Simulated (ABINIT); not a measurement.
# Quasiparticle gap of SrTiO3 (Tausonite) in ABINIT, part 2 of 2

Aim: the G0W0 gap of SrTiO3 (Tausonite) on PBE, step by step.

ABINIT 10.8.3; PBE and many-body steps on it, plane waves. Known limits of the many-body steps: not at the basis limit; no spin-orbit coupling; coarse k mesh.

So far. Step 3 (Empty states on the mesh, 4×4×4 mesh, 184 bands): On this mesh the gap is 1.908 eV. Step 4 (Screening, 4×4×4 mesh, 176 bands, screening to 163.3 eV): Local fields lower ε∞ by 5 %. On a Γ-centred mesh this coarse the value itself is usually too large, while a short band sum pulls it down.

## Step 5: Self-energy, 4×4×4 mesh, 176 bands, screening to 163.3 eV

The self-energy is evaluated for the states that the input lists, and the levels follow from it, in one-shot runs by the linearised quasiparticle equation.

This step: G0W0 on PBE, plane waves, norm-conserving pseudopotentials.

Input file run.abi:

```
acell 3*1.0 Angstrom
rprim 
  3.905280000000 0.000000000000 0.000000000000
  0.000000000000 3.905280000000 0.000000000000
  0.000000000000 0.000000000000 3.905280000000
ntypat 3
znucl 38 22 8
natom 5
typat 1 2 3 3 3
xred 
  0.500000000000 0.500000000000 0.500000000000
  0.000000000000 0.000000000000 0.000000000000
  0.500000000000 0.000000000000 0.000000000000
  0.000000000000 0.500000000000 0.000000000000
  0.000000000000 0.000000000000 0.500000000000
pp_dirpath "pseudos"
pseudos "Sr.upf, Ti.upf, O.upf"
ecut 38
ngkpt 4 4 4
nshiftk 1
shiftk 0 0 0
kptopt 1
chksymbreak 0
istwfk *1
occopt 1
irdwfk 1
optdriver 4
nband 176
gwcalctyp 0
ecutsigx 38
symsigma 1
nkptgw 2
kptgw 
  0.5000000000 0.5000000000 0.5000000000
  0.0000000000 0.0000000000 0.0000000000
bdgw 
  18 23
  18 23
ecuteps 6
irdscr 1
ppmodel 1
indata_prefix "in"
outdata_prefix "out"
tmpdata_prefix "tmp"
```

Command:

```
OMP_NUM_THREADS=1 mpirun -n 4 abinit run.abi > log
```

Numbers of over 12 decimals in the logs are rounded to 6 here.

What it wrote:

```text
.Version 10.8.3 of ABINIT. v10.8.2 released Aug 2026.

 Symmetries : space group Pm -3 m (#221); Bravais cP (primitive cubic)
[... echo of the input left out ...]
== DATASET  1 ==================================================================
-   mpi_nproc: 4, omp_nthreads: 1 (-1 if OMP is not activated)

--- !DatasetInfo
iteration_state: {dtset: 1, }
dimensions: {natom: 5, nkpt: 10, mband: 176, nsppol: 1, nspinor: 1, nspden: 1, mpw: 4632, }
cutoff_energies: {ecut:  38.0, pawecutdg:  -1.0, }
electrons: {nelect:   4.00000000E+01, charge:   0.00000000E+00, occopt:   1.00000000E+00, tsmear:   1.00000000E-02, }

 SIGMA: Calculation of the GW corrections

 Based on a program developped by R.W. Godby, V. Olevano, G. Onida, and L. Reining.
 Incorporated in ABINIT by V. Olevano, G.-M. Rignanese, and M. Torrent.
.Using double precision arithmetic ; gwpc =  8

[... cell and pseudopotentials left out ...]
--------------------------------------------------------------------------------

 ==== K-mesh for the wavefunctions ====
 Number of points in the irreducible wedge :    10
[... list of points left out ...]
 Together with 48 symmetry operations and time-reversal symmetry
 yields    64 points in the full Brillouin Zone.

 ==== Q-mesh for screening function ====
 Number of points in the irreducible wedge :    10
[... list of points left out ...]
 Together with 48 symmetry operations and time-reversal symmetry
 yields    64 points in the full Brillouin Zone.

 vcoul_init : cutoff-mode = AUXILIARY_FUNCTION
 q-points for optical limit:   1
     1)      0.000010    0.000020    0.000030
 setmesh: FFT mesh size selected  =    45x   45x   45
          total number of points  =        91125

 Number of electrons calculated from density =   40.0000; Expected =   40.0000
 average of density, n =  0.099519
 r_s =    1.3387
 omega_plasma =   30.4305 [eV]

 === KS Band Gaps ===
  >>>> For spin  1
   Minimum direct gap =   2.2628 [eV], located at k-point      :   0.0000  0.0000  0.0000
   Fundamental gap    =   1.9077 [eV], Top of valence bands at :   0.5000  0.5000  0.5000
                                       Bottom of conduction at :   0.0000  0.0000  0.0000
 SIGMA fundamental parameters:
 PLASMON POLE MODEL  1
 number of plane-waves for SigmaX                 4457
 number of plane-waves for SigmaC and W            257
 number of plane-waves for wavefunctions          4457
 number of bands                                   176
 number of independent spin polarizations            1
 number of spinorial components                      1
 number of k-points in IBZ                          10
 number of q-points in IBZ                          10
 number of symmetry operations                      48
 number of k-points in BZ                           64
 number of q-points in BZ                           64
 number of frequencies for dSigma/dE                 9
 frequency step for dSigma/dE [eV]                0.25
 number of omega for Sigma on real axis              0
 max omega for Sigma on real axis  [eV]           0.00
 zcut for avoiding poles [eV]                     0.10

 EPSILON^-1 parameters (SCR file):
 dimension of the eps^-1 matrix on file            257
 dimension of the eps^-1 matrix used               257
 number of plane-waves for wavefunctions          4457
 number of bands                                   176
 number of q-points in IBZ                          10
 number of frequencies                               2
 number of real frequencies                          1
 number of imag frequencies                          1

 matrix elements of self-energy operator (all in [eV])

 Perturbative Calculation

--- !SelfEnergy_ee
iteration_state: {dtset: 1, }
kpoint     : [   0.500,    0.500,    0.500, ]
spin       : 1
KS_gap     :    4.517
QP_gap     :    6.394
Delta_QP_KS:    1.877
data: !SigmaeeData |
     Band     E0 <VxcDFT>   SigX SigC(E0)      Z dSigC/dE  Sig(E)    E-E0       E
       18   6.925 -20.195 -25.189   4.793   0.769  -0.301 -20.349  -0.155   6.771
       19   6.925 -20.195 -25.189   4.793   0.769  -0.301 -20.349  -0.155   6.771
       20   6.925 -20.195 -25.189   4.793   0.769  -0.301 -20.349  -0.155   6.771
       21  11.442 -21.983 -12.959  -6.680   0.735  -0.361 -20.261   1.723  13.165
       22  11.442 -21.983 -12.959  -6.680   0.735  -0.361 -20.261   1.723  13.165
       23  11.442 -21.983 -12.959  -6.680   0.735  -0.361 -20.261   1.723  13.165

--- !SelfEnergy_ee
iteration_state: {dtset: 1, }
kpoint     : [   0.000,    0.000,    0.000, ]
spin       : 1
KS_gap     :    2.263
QP_gap     :    3.838
Delta_QP_KS:    1.575
data: !SigmaeeData |
     Band     E0 <VxcDFT>   SigX SigC(E0)      Z dSigC/dE  Sig(E)    E-E0       E
       18   6.570 -20.542 -25.366   4.610   0.773  -0.293 -20.708  -0.166   6.405
       19   6.570 -20.542 -25.366   4.610   0.773  -0.293 -20.708  -0.166   6.405
       20   6.570 -20.542 -25.366   4.610   0.773  -0.293 -20.708  -0.166   6.405
       21   8.833 -18.883 -11.450  -5.631   0.782  -0.278 -17.473   1.410  10.242
       22   8.833 -18.883 -11.450  -5.631   0.782  -0.278 -17.473   1.410  10.242
       23   8.833 -18.883 -11.450  -5.631   0.782  -0.278 -17.473   1.410  10.242

== END DATASET(S) ==============================================================
================================================================================

 -outvars: echo values of variables after computation  --------
           etotal      0.0000000000E+00
            nband         176
             nkpt          10
          spgroup         221
 [... the other variables as echoed above ...]

 Calculation completed.
```

Wall time 18 s (4 MPI ranks of Arm Neoverse V2, shared host); peak memory 1.4 GiB; 70 s of CPU time.

Numbers from this step:

- G0W0 gap on the points computed: 3.471 eV
- starting gap on the mesh: 1.908 eV
- k of the valence top: 0.5, 0.5, 0.5
- k of the conduction bottom: 0, 0, 0
- Z at the valence top: 0.769
- Z at the conduction bottom: 0.782
- least direct G0W0 gap on the computed points: 3.837 eV

The gap on the mesh goes from 1.91 eV to 3.47 eV, a correction of +1.56 eV.

Limits: finite bands, cutoff and mesh; no spin-orbit coupling; coarse k mesh. v1 is the top filled band, c1 the lowest empty one. The levels before and after the correction (eV, zero at the valence-band top of each column):

```tsv
	conduction bottom	valence top
Kohn-Sham	1.91	0.00
G0W0	3.47	0.00
```

```tsv
	level	energy (eV)
Kohn-Sham	(0.5 0.5 0.5) v3-v1	0.000
Kohn-Sham	(0.5 0.5 0.5) c1-c3	4.517
Kohn-Sham	Γ v3-v1	-0.355
Kohn-Sham	Γ c1-c3	1.908
G0W0	(0.5 0.5 0.5) v3-v1	0.000
G0W0	(0.5 0.5 0.5) c1-c3	6.394
G0W0	Γ v3-v1	-0.366
G0W0	Γ c1-c3	3.471
```

## Step 6: Where the time went

Times are wall times on 4 MPI ranks of Arm Neoverse V2, shared host, good to a factor of about two.

```tsv
step	time	share	memory (GiB)
ground state	32 s	10 %	0.34
empty states on the mesh	2.8 min	52 %	4.6
screening	1.8 min	33 %	1.6
self-energy	18 s	5 %	1.4
```

## Step 7: Summary of results

```yaml
pbe_gap: 1.91 eV, indirect
g0w0_gap_on_the_mesh: 3.47 eV
gw_settings: 4×4×4 mesh, 176 bands, screening to 163.3 eV, Godby-Needs plasmon pole
known_limits: not at the basis limit; no spin-orbit coupling; coarse k mesh
```

**Reading.** G0W0 moves the gap on the mesh from 1.91 eV to 3.47 eV (+1.56 eV), with Z of 0.77 and 0.78 at the edges. Local fields lower the RPA ε∞ on this mesh from 6.77 to 6.40; a Γ-centred mesh this coarse tends to raise both, most where the direct gap is narrow, while a short band sum lowers them. Only 2 of the mesh's irreducible points were corrected, so a valley elsewhere could overtake. The dearest step here is «empty states on the mesh». Against experiment, by G0W0@PBE: the direct gap of 3.84 eV lies +0.07 eV from the measured 3.77 eV (direct, 300 K, 2013). An exciton line or allowed optical edge lies below the quasiparticle gap by the binding energy; a forbidden edge can push the onset above it. The calculation has static nuclei and no excitons; a measured gap holds zero-point and thermal motion, which mostly lowers it. Bands and cutoff are finite, so the gap is not at the basis limit. The miss can reach some tenths of an eV and take either sign; the mesh is an error of its own. In the G0W0 run levels were corrected at 2 k points alone, so a gap called «on the mesh» is the least over those, and an edge elsewhere would be missed. The 4×4×4 mesh is coarse for this cell, which bears on the long-range parts of exchange and screening. This is the ideal cubic cell; many perovskites, halides above all, are cubic only on average, and local tilts or off-centring can widen the gap. The many-body steps are scalar-relativistic: spin-orbit coupling is not in them.

[Paths, hosts, dates, memory and timing lines, banners, echoed tables and standing remarks are left out of the program output.]

[Logs are printed without paths, hosts, clocks, repeated set-up lines and the standing remarks that a program may print on its own settings, such as how far it seeks lower states.]

[Runs of the session that timed out or met a known fault of the program may be left out.]

[Hosts, paths, dates, database ids (printed as entryN), source tags and the programs' standing remarks are cut or masked in the printed files.]

[G0W0 gaps are taken among the corrected bands and points alone; a level outside them can change the order at an edge.]

[Where Ansatz stands beside ABINIT at settings called matched, ABINIT's density can come from a denser mesh and the files from another edition; pairs whose starting gaps differed by over 0.03 eV were left out, so agreement reads better than it is.]
